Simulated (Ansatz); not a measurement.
## C on Ta(110): change of the work function

Wanted: Δφ(θ) for C/Ta(110), starting from the top site.

Program: Ansatz 0.2.0. Level of theory: plane-wave DFT, PBE, Ansatz PAW, in the first sound run; inputs show where later runs differ. Results are calculated unless marked as measured.

Report form: the programs' logs are mostly left out.

## (1) The structure

The cell holds 4 atoms: 4 Ta. Cell: a = 2.867 Å, b = 2.867 Å, c = 25.022 Å, α = 90.0°, β = 90.0°, γ = 70.5°. Vacuum lies along c.

Coordinates:

```cif
data_structure
_symmetry_space_group_name_H-M 'P 1'
_symmetry_Int_Tables_number 1
_cell_length_a 2.8665
_cell_length_b 2.8665
_cell_length_c 25.0216
_cell_angle_alpha 90.000
_cell_angle_beta 90.000
_cell_angle_gamma 70.529
_cell_volume 193.85
loop_
_atom_site_label
_atom_site_type_symbol
_atom_site_fract_x
_atom_site_fract_y
_atom_site_fract_z
_atom_site_occupancy
Ta1 Ta 0.00000 0.00000 0.35969 1
Ta2 Ta 0.50000 0.50000 0.45323 1
Ta3 Ta 0.00000 0.00000 0.54677 1
Ta4 Ta 0.50000 0.50000 0.64031 1
```

## (2) The clean slab

The bare slab comes first, as the zero from which every change is counted. The two lowest layers are held at bulk places and the upper ones relax. The dipole correction removes the false field that a one-sided slab makes across the periodic vacuum, so each face gets a flat vacuum level of its own.

input.yaml reads:

```yaml
crystal:
  lattice:
    - [2.3405234457, -1.655, 0.0]
    - [2.3405234457, 1.655, 0.0]
    - [0.0, 0.0, 25.0215703372]
  atoms:
    - { symbol: Ta, position: [0.0, 0.0, 0.3596896549] }
    - { symbol: Ta, position: [0.5, 0.5, 0.453229885] }
    - { symbol: Ta, position: [0.0, 0.0, 0.546770115] }
    - { symbol: Ta, position: [0.5, 0.5, 0.6403103451] }
kpoints:
  mp_grid: { grid: [11, 11, 1] }
hamiltonian:
  xc: pbe
scf:
  occupations: { method: fermi_dirac, width: 0.1 }
  convergence: { dr2_threshold: 1.0e-08 }
efield:
  axis: 3
  dipole_correction: true
  ramp_position: 0.97
  ramp_width: 0.06
relax:
  f_tol: 0.02
  max_steps: 60
  constraints: [{ sites: [0, 1] }]
output:
  write_potential: true
  write_density: true
  volumetric_format: npy
```

On the command line:

```bash
ansatz run input.yaml --threads 4 --pin off --max-ram 6144MiB --backend cpu --events-out ev --progress --plain --runs-dir out
```

Wall time 41 s (4 threads of Arm Neoverse N1, shared host); peak memory 0.54 GiB; 1.8 min of CPU time.

The steps of the relaxation:

```tsv
step	energy less that of the first step (eV)	largest force component (eV/Å)
1	0.0000	0.4103
2	0.0235	0.8002
3	-0.0193	0.0148
```

Relaxation step 2 was tried and not accepted.

The run keeps the 4 symmetry operations that it works with, so distortions that break them were not tested.

The atoms that moved most (Å):

```tsv
atom	dx	dy	dz	length
Ta4	0.000	0.000	-0.087	0.087
```

Final coordinates:

```cif
data_structure
_symmetry_space_group_name_H-M 'P 1'
_symmetry_Int_Tables_number 1
_cell_length_a 2.8665
_cell_length_b 2.8665
_cell_length_c 25.0216
_cell_angle_alpha 90.000
_cell_angle_beta 90.000
_cell_angle_gamma 70.529
_cell_volume 193.85
loop_
_atom_site_label
_atom_site_type_symbol
_atom_site_fract_x
_atom_site_fract_y
_atom_site_fract_z
_atom_site_occupancy
Ta1 Ta 0.00000 0.00000 0.35969 1
Ta2 Ta 0.50000 0.50000 0.45323 1
Ta3 Ta 0.00000 0.00000 0.54696 1
Ta4 Ta 0.50000 0.50000 0.63685 1
```

This step gave:

| Item | Value |
| --- | --- |
| energy at zero smearing | -39726.7063 eV |
| work function, upper face | 4.763 eV |
| work function, lower face | 4.819 eV |
| dipole along the normal | 0.002365 e·Å |
| step between the vacuum levels | -0.05524 eV |

Running mean over 2.341 Å of the planar mean; the ramp of the sawtooth is left out. Table of electron's electrostatic potential energy less the Fermi level by z:

z (Å), electron's electrostatic potential energy less the Fermi level (eV) and a bar from the least value:
```
      3.5        4.8 ##############################
      4.0        4.8 ##############################
      4.5        4.8 ##############################
      5.0        4.8 ##############################
      5.5        4.8 ##############################
      6.0        4.6 ##############################
      6.5        4.2 #############################
      7.0        3.0 ##########################
      7.5       -0.2 ####################
      8.0       -5.2 ###########
      8.5       -8.9 ####
      9.0      -10.1 #
      9.5      -10.1 #
     10.0      -10.0 ##
     10.5      -10.0 ##
     11.0      -10.0 ##
     11.5      -10.0 ##
     12.0      -10.0 ##
     12.5       -9.9 ##
     13.0       -9.9 ##
     13.5      -10.0 ##
     14.0      -10.3 #
     14.5      -10.7 
     15.0      -10.9 
     15.5      -10.6 #
     16.0      -10.1 #
     16.5       -8.6 ####
     17.0       -4.6 ############
     17.5        0.3 #####################
     18.0        3.2 ###########################
     18.5        4.2 #############################
     19.0        4.6 ##############################
     19.5        4.7 ##############################
     20.0        4.7 ##############################
     20.5        4.8 ##############################
     21.0        4.8 ##############################
     21.5        4.8 ##############################
```

The relaxation took 3 steps and lowered the energy by 0.019 eV; the largest force on the free atoms ends at 0.015 eV/Å.

The work function of the upper face is 4.76 eV.

## (3) Adsorbate added, k-mesh 6×6×1, coverage 0.25 ML

System of this step: Ta16C (C/Ta(110)). The cell holds 17 atoms: 16 Ta and 1 C. Its edges and angles: a = 5.733 Å, b = 5.733 Å, c = 27.395 Å, α = 90.0°, β = 90.0°, γ = 70.5°. Vacuum lies along c.

The clean slab as it ended is repeated in the plane and the adsorbate is set on one face; the cell's size fixes the coverage, and the k-mesh shrinks with it to keep the sampling density about even. Adsorbate and upper layers relax, since the dipole depends on the height.

input.yaml reads:

```yaml
crystal:
  lattice:
    - [4.6810468914, -3.31, 0.0]
    - [4.6810468914, 3.31, 0.0]
    - [0.0, 0.0, 27.3949234959]
  atoms:
    - { symbol: Ta, position: [0.0, 0.0, 0.3285280209] }
    - { symbol: Ta, position: [0.25, 0.25, 0.4139644138] }
    - { symbol: Ta, position: [0.0, 0.0, 0.4995769615] }
    - { symbol: Ta, position: [0.25, 0.25, 0.58167432] }
    - { symbol: Ta, position: [0.0, 0.5, 0.3285280209] }
    - { symbol: Ta, position: [0.25, 0.75, 0.4139644138] }
    - { symbol: Ta, position: [0.0, 0.5, 0.4995769615] }
    - { symbol: Ta, position: [0.25, 0.75, 0.58167432] }
    - { symbol: Ta, position: [0.5, 0.0, 0.3285280209] }
    - { symbol: Ta, position: [0.75, 0.25, 0.4139644138] }
    - { symbol: Ta, position: [0.5, 0.0, 0.4995769615] }
    - { symbol: Ta, position: [0.75, 0.25, 0.58167432] }
    - { symbol: Ta, position: [0.5, 0.5, 0.3285280209] }
    - { symbol: Ta, position: [0.75, 0.75, 0.4139644138] }
    - { symbol: Ta, position: [0.5, 0.5, 0.4995769615] }
    - { symbol: Ta, position: [0.75, 0.75, 0.58167432] }
    - { symbol: C, position: [0.25, 0.25, 0.6714719791] }
kpoints:
  mp_grid: { grid: [6, 6, 1] }
hamiltonian:
  xc: pbe
scf:
  occupations: { method: fermi_dirac, width: 0.1 }
  convergence: { dr2_threshold: 1.0e-08 }
efield:
  axis: 3
  dipole_correction: true
  ramp_position: 0.97
  ramp_width: 0.06
relax:
  f_tol: 0.02
  max_steps: 60
  constraints: [{ sites: [0, 1, 4, 5, 8, 9, 12, 13] }]
output:
  bader: true
  dos: { projected: true, e_range: [-8, 4] }
  write_potential: true
  write_density: true
  volumetric_format: npy
  elf: true
```

Wall time 12 min (4 threads); peak memory 3 GiB.

Relaxation path:

```tsv
step	energy less that of the first step (eV)	largest force component (eV/Å)
1	0.0000	3.5939
2	-0.9936	2.9179
3	-1.3918	1.4360
4	-1.6083	0.4975
5	-1.6257	0.1997
6	-1.6280	0.0068
```

The run keeps the 4 symmetry operations that it works with, so distortions that break them were not tested.

The atoms that moved most (Å):

```tsv
atom	dx	dy	dz	length
C17	0.000	0.000	-0.649	0.649
Ta8	0.000	0.000	0.092	0.092
Ta12	0.000	0.000	0.092	0.092
Ta4	0.000	0.000	-0.089	0.089
Ta11	0.000	-0.047	-0.026	0.053
Ta7	0.000	0.047	-0.026	0.053
Ta16	0.000	0.000	0.042	0.042
Ta15	0.009	0.000	0.029	0.030
```

Final coordinates:

```xyz
17
Lattice="4.6810 -3.3100 0.0000 4.6810 3.3100 0.0000 0.0000 0.0000 27.3949" Properties=species:S:1:pos:R:3
Ta    0.0000    0.0000    9.0000
Ta    2.3405    0.0000   11.3405
Ta   -0.0091    0.0000   13.7145
Ta    2.3405    0.0000   15.8458
Ta    2.3405    1.6550    9.0000
Ta    4.6810    1.6550   11.3405
Ta    2.3405    1.7017   13.6601
Ta    4.6810    1.6550   16.0268
Ta    2.3405   -1.6550    9.0000
Ta    4.6810   -1.6550   11.3405
Ta    2.3405   -1.7017   13.6601
Ta    4.6810   -1.6550   16.0268
Ta    4.6810    0.0000    9.0000
Ta    7.0216    0.0000   11.3405
Ta    4.6902    0.0000   13.7145
Ta    7.0216    0.0000   15.9770
C     2.3405    0.0000   17.7459
```

Numbers from this step:

```
energy at zero smearing        : -159154.3816 eV
work function, upper face      : 5.272 eV
work function, lower face      : 4.785 eV
dipole along the normal        : -0.08339 e·Å
step between the vacuum levels : 0.4870 eV
```

Running mean over 2.341 Å of the planar mean; the ramp of the sawtooth is left out. Table of electron's electrostatic potential energy less the Fermi level by z:

```tsv
z (Å)	electron's electrostatic potential energy less the Fermi level (eV)
3.5	4.78
4.0	4.78
4.5	4.78
5.0	4.77
5.5	4.73
6.0	4.59
6.5	4.18
7.0	2.95
7.5	-0.267
8.0	-5.21
8.5	-8.89
9.0	-10.1
9.5	-10.1
10.0	-10.0
10.5	-10.0
11.0	-9.99
11.5	-9.98
12.0	-9.96
12.5	-9.93
13.0	-9.97
13.5	-10.1
14.0	-10.2
14.5	-10.5
15.0	-10.6
15.5	-10.4
16.0	-10.1
16.5	-9.12
17.0	-5.81
17.5	-1.06
18.0	2.07
18.5	3.45
19.0	4.44
19.5	5.05
20.0	5.22
20.5	5.26
21.0	5.27
21.5	5.27
22.0	5.27
22.5	5.27
23.0	5.27
23.5	5.27
24.0	5.27
```

The density of states has structure finer than the step of the table below, so its rows give means over 0.25 eV, whole bins alone (the curve runs from -8 to 1.89 eV). Peaks (eV: height): -1.440: 31.7, -1.350: 31.8, -1.200: 38.8, -1.140: 34.0, -0.780: 31.2, -0.510: 30.5, -0.330: 34.3.

Table of density of states by energy, zero at the Fermi level; means over each step:

```tsv
energy (eV)	density of states (states/eV a cell)
-7.75	0
-7.50	0.00475
-7.25	0.774
-7.00	0.878
-6.75	0.995
-6.50	0.983
-6.25	1.13
-6.00	2.42
-5.75	2.21
-5.50	2.75
-5.25	1.66
-5.00	2.73
-4.75	4.99
-4.50	4.94
-4.25	7.38
-4.00	9.92
-3.75	11.2
-3.50	10.0
-3.25	15.9
-3.00	18.7
-2.75	15.4
-2.50	12.6
-2.25	10.6
-2.00	10.2
-1.75	15.4
-1.50	23.8
-1.25	30.2
-1.00	23.9
-0.75	26.0
-0.50	25.3
-0.25	25.8
0.00	21.5
0.25	18.9
0.50	14.2
0.75	10.7
1.00	11.5
1.25	11.2
1.50	9.95
1.75	11.4
```

Projected DOS per atom over height of the atomic layer and energy from the Fermi level. Layers: Ta4 Ta4 Ta4 Ta4 C from below.

Values in states/eV, 22 rows by 5 columns, each cell a mean:
```
0.89 0.44 0.42 0.72 0.38
0.65 0.44 0.48 0.72 0.27
0.79 0.41 0.45 0.80 0.44
1.18 0.77 0.81 1.15 1.16
1.69 1.16 1.07 1.42 0.87
2.07 1.28 1.27 1.44 0.98
1.72 1.50 1.37 1.36 0.80
1.43 1.65 1.59 1.14 0.72
0.51 0.48 0.67 0.94 1.63
0.63 0.65 0.58 0.85 0.76
0.91 1.10 1.04 1.00 0.41
0.80 0.94 1.03 0.94 0.25
0.49 0.74 0.76 0.55 0.13
0.36 0.55 0.60 0.41 0.07
0.27 0.31 0.32 0.29 0.05
0.14 0.15 0.16 0.13 0.03
0.16 0.15 0.17 0.13 0.05
0.12 0.15 0.16 0.09 0.05
0.04 0.10 0.09 0.02 0.02
0.04 0.09 0.08 0.02 0.03
0.02 0.05 0.04 0.01 0.02
0.00 0.00 0.00 0.00 0.00
```
Columns: height of the atomic layer (Å) from 9 to 17.7 (not evenly spaced); rows upwards: energy from the Fermi level (eV) from -7.96 to 1.84.

Valence density in the ca plane at fractional y = 0.250, with atoms of Ta and C within 0.2 Å of it. It is the smooth field of the valence electrons, not physical close to the nuclei.

Values in e/Å³, 8 rows by 16 columns, each cell a mean:
```
0.3 0.3 0.9 0.4 0.3 0.3 0.4 0.9 0.1 0.0 0.0 0.0 0.0 0.0 0.0 0.0
0.2 0.6 3.8 1.5 0.2 0.3 1.6 3.8 0.4 0.0 0.0 0.0 0.0 0.0 0.0 0.0
0.2 0.5 3.3 1.2 0.2 0.3 1.2 3.2 0.3 0.0 0.0 0.0 0.0 0.0 0.0 0.0
0.3 0.2 0.5 0.3 0.3 0.3 0.3 0.5 0.1 0.0 0.0 0.0 0.0 0.0 0.0 0.0
0.3 0.3 0.9 0.4 0.3 0.3 0.5 0.8 0.3 0.2 0.0 0.0 0.0 0.0 0.0 0.0
0.2 0.6 3.8 1.5 0.2 0.2 2.4 3.3 1.2 1.0 0.1 0.0 0.0 0.0 0.0 0.0
0.2 0.5 3.2 1.1 0.2 0.2 1.9 2.8 1.0 0.8 0.1 0.0 0.0 0.0 0.0 0.0
0.3 0.2 0.5 0.3 0.3 0.3 0.4 0.4 0.2 0.1 0.0 0.0 0.0 0.0 0.0 0.0
```
Columns run along c (16.0 Å, from fractional 0.32 to 0.91 of the cell), rows up along a (5.7 Å). Atoms in or near the plane, at fractional coordinates: Ta at (0.41, 0.25), Ta at (0.58, 0.25), Ta at (0.41, 0.75), Ta at (0.59, 0.75), C at (0.65, 0.25).

ELF in the ca plane at fractional y = 0.250, with atoms of Ta and C within 0.2 Å of it. It is the smooth field of the valence electrons, not physical close to the nuclei.

Values, 8 rows by 16 columns, each cell a mean:
```
0.35 0.37 0.37 0.35 0.39 0.39 0.36 0.39 0.16 0.10 0.03 0.00 0.00 0.00 0.00 0.00
0.42 0.36 0.51 0.43 0.43 0.46 0.45 0.52 0.24 0.03 0.00 0.00 0.00 0.00 0.00 0.00
0.39 0.34 0.58 0.39 0.42 0.44 0.40 0.59 0.19 0.03 0.00 0.00 0.00 0.00 0.00 0.00
0.35 0.41 0.29 0.39 0.39 0.39 0.40 0.31 0.23 0.19 0.07 0.01 0.00 0.00 0.00 0.00
0.35 0.37 0.37 0.34 0.40 0.37 0.33 0.33 0.55 0.71 0.44 0.08 0.00 0.00 0.00 0.00
0.42 0.36 0.51 0.43 0.44 0.35 0.52 0.49 0.58 0.74 0.73 0.18 0.01 0.00 0.00 0.00
0.39 0.34 0.58 0.39 0.43 0.35 0.47 0.52 0.61 0.79 0.69 0.16 0.01 0.00 0.00 0.00
0.35 0.41 0.30 0.39 0.40 0.38 0.36 0.28 0.48 0.58 0.32 0.06 0.00 0.00 0.00 0.00
```
Columns run along c (16.0 Å, from fractional 0.32 to 0.91 of the cell), rows up along a (5.7 Å). Atoms in or near the plane, at fractional coordinates: Ta at (0.41, 0.25), Ta at (0.58, 0.25), Ta at (0.41, 0.75), Ta at (0.59, 0.75), C at (0.65, 0.25).

Electrostatic potential energy in the ca plane at fractional y = 0.250, with atoms of Ta and C within 0.2 Å of it. With pseudopotentials it is smooth inside the atoms' cores, unlike the true potential.

Ten even steps from '0' (-60 eV) to '9' (9 eV), each cell a mean:
```
88999888899998899988789999999999999999999999
89998754579999999865457899999999999999999999
99997410268999999730026899999999999999999999
99987300058999998620015899999999999999999999
99997410268999999741026899999999999999999999
89998754679999999865467899999999999999999999
88999887899998899988789999999999999999999999
88999988899998899988889999999999999999999999
88999866789998899876689999999999999999999999
99998532468999998642358756899999999999999999
99987300158999998510037401699999999999999999
99987300158999998510037401699999999999999999
99998532468999998642358756899999999999999999
88999866789998899876789999999999999999999999
88999988899998899988899999999999999999999999
```
Columns run along c (16.0 Å, from fractional 0.32 to 0.91 of the cell; values clipped at the 3rd and 97th percentile), rows up along a (5.7 Å). Atoms in or near the plane, at fractional coordinates: Ta at (0.41, 0.25), Ta at (0.58, 0.25), Ta at (0.41, 0.75), Ta at (0.59, 0.75), C at (0.65, 0.25).

The relaxation took 6 steps and lowered the energy by 1.6 eV; the largest force on the free atoms ends at 0.0068 eV/Å.

By hand: a sheet of dipoles makes a step −p/(ε₀A) in the electron's potential. With e/ε₀ = 180.95 V·Å, p = -0.08339 e·Å and A = 30.99 Å², that is −180.95 × (-0.08339) / 30.99 = +0.487 eV, and the two vacuum levels of the run differ by +0.487 eV.

The covered face has 5.27 eV, +0.51 eV against the clean one; the bare back face has moved by -0.03 eV, a measure of how thin the slab is.

## (4) The covered slab, k-mesh 6×6×1, coverage 0.5 ML

System of this step: Ta8C (C/Ta(110)). The cell holds 18 atoms: 16 Ta and 2 C. Cell: a = 5.733 Å, b = 5.733 Å, c = 27.395 Å, α = 90.0°, β = 90.0°, γ = 70.5°. Vacuum lies along c.

Another coverage, to see how the dipoles act on each other as their distance changes.

Edit input.yaml of step 3 so:

```diff
@@ -23,2 +23,3 @@
     - { symbol: C, position: [0.25, 0.25, 0.6714719791] }
+    - { symbol: C, position: [0.75, 0.75, 0.6714719791] }
 kpoints:
@@ -45,2 +46 @@
   volumetric_format: npy
-  elf: true
```

Elapsed: 11 min, on 4 threads; peak memory 3 GiB.

Step by step:

```tsv
step	energy less that of the first step (eV)	largest force component (eV/Å)
1	0.0000	3.4446
2	-2.0212	2.9242
3	-2.9157	1.5398
4	-3.3810	0.3973
5	-3.4231	0.1403
6	-3.4279	0.0094
```

Forces are held to the 8 operations that the run works with; a distortion that breaks them can't arise in this run.

The atoms that moved most (Å):

```tsv
atom	dx	dy	dz	length
C18	0.000	0.000	-0.660	0.660
C17	0.000	0.000	-0.660	0.660
Ta8	0.000	0.000	0.172	0.172
Ta12	0.000	0.000	0.172	0.172
Ta16	0.000	0.000	-0.084	0.084
Ta4	0.000	0.000	-0.084	0.084
Ta3	0.000	0.000	0.042	0.042
Ta15	0.000	0.000	0.042	0.042
```

The relaxed structure:

```xyz
18
Lattice="4.6810 -3.3100 0.0000 4.6810 3.3100 0.0000 0.0000 0.0000 27.3949" Properties=species:S:1:pos:R:3
Ta    0.0000    0.0000    9.0000
Ta    2.3405    0.0000   11.3405
Ta    0.0000    0.0000   13.7279
Ta    2.3405    0.0000   15.8512
Ta    2.3405    1.6550    9.0000
Ta    4.6810    1.6550   11.3405
Ta    2.3405    1.6550   13.6544
Ta    4.6810    1.6550   16.1066
Ta    2.3405   -1.6550    9.0000
Ta    4.6810   -1.6550   11.3405
Ta    2.3405   -1.6550   13.6544
Ta    4.6810   -1.6550   16.1066
Ta    4.6810    0.0000    9.0000
Ta    7.0216    0.0000   11.3405
Ta    4.6810    0.0000   13.7279
Ta    7.0216    0.0000   15.8512
C     2.3405    0.0000   17.7349
C     7.0216    0.0000   17.7349
```

Numbers from this step:

| Property | Result |
| --- | --- |
| energy at zero smearing | -159402.0021 eV |
| work function, upper face | 6.058 eV |
| work function, lower face | 4.790 eV |
| dipole along the normal | -0.2171 e·Å |
| step between the vacuum levels | 1.267 eV |

The density of states has structure finer than the step of the table below, so its rows give means over 0.25 eV, whole bins alone (the curve runs from -8 to 1.86 eV). Peaks (eV: height): -3.070: 23.9, -2.380: 22.4, -1.650: 33.9, -1.380: 63.7, -1.260: 31.7, -0.780: 32.5, -0.330: 33.8.

The density of states by energy, zero at the Fermi level; means over each step:

energy (eV), density of states (states/eV a cell) and a bar:
```
    -7.50        0.0 
    -7.25        0.5 #
    -7.00        0.9 #
    -6.75        1.0 #
    -6.50        1.0 #
    -6.25        1.0 #
    -6.00        1.9 ##
    -5.75        2.3 ##
    -5.50        2.6 ###
    -5.25        2.1 ##
    -5.00        2.1 ##
    -4.75        5.1 #####
    -4.50        4.7 #####
    -4.25        7.7 ########
    -4.00        8.7 #########
    -3.75       12.0 ############
    -3.50        9.8 ##########
    -3.25       16.4 #################
    -3.00       19.6 ####################
    -2.75       16.1 ################
    -2.50       11.9 ############
    -2.25       13.3 ##############
    -2.00       12.7 #############
    -1.75       15.9 ################
    -1.50       26.3 ###########################
    -1.25       29.5 ##############################
    -1.00       21.7 ######################
    -0.75       27.9 ############################
    -0.50       24.0 ########################
    -0.25       28.8 #############################
     0.00       20.3 #####################
     0.25       17.7 ##################
     0.50       13.8 ##############
     0.75       11.7 ############
     1.00       10.3 ##########
     1.25       10.5 ###########
     1.50       10.6 ###########
```

Projected DOS per atom over height of the atomic layer and energy from the Fermi level. Layers: Ta4 Ta4 Ta4 Ta4 C2 from below.

Ten even steps from '_' (0.00 states/eV) to '@' (2.10 states/eV), each cell a mean:
```
==::::--..
--::::::::
--..::----
++------==
##**++**--
@@++++++==
##****++==
##%%%%**++
::::----==
::----==--
==++==++::
--======..
::----::__
..::::..__
........__
__________
__________
__________
__________
__________
__________
__________
```
Columns: height of the atomic layer (Å) from 9 to 17.7 (not evenly spaced); rows upwards: energy from the Fermi level (eV) from -7.96 to 1.84.

The relaxation took 6 steps and lowered the energy by 3.4 eV; the largest force on the free atoms ends at 0.0094 eV/Å.

The covered face has 6.06 eV, +1.29 eV against the clean one; the bare back face has moved by -0.03 eV, a measure of how thin the slab is.

[end of part 1 of 2]

[Logs are printed without paths, hosts, clocks, repeated set-up lines and the standing remarks that a program may print on its own settings, such as how far it seeks lower states.]

[Hosts, paths, dates, database ids (printed as entryN), source tags and the programs' standing remarks are cut or masked in the printed files.]

[Maps of the electrostatic potential energy from Ansatz leave out the sawtooth potential of an applied field or a dipole correction, so their vacuum need not be flat; planar profiles and work functions include it.]

[The density of states shown here was stored with 400 of the rows of the run's finer table, so its peaks can read low, often by over a quarter, or be missed, and its means over a window can be off by a tenth or more.]
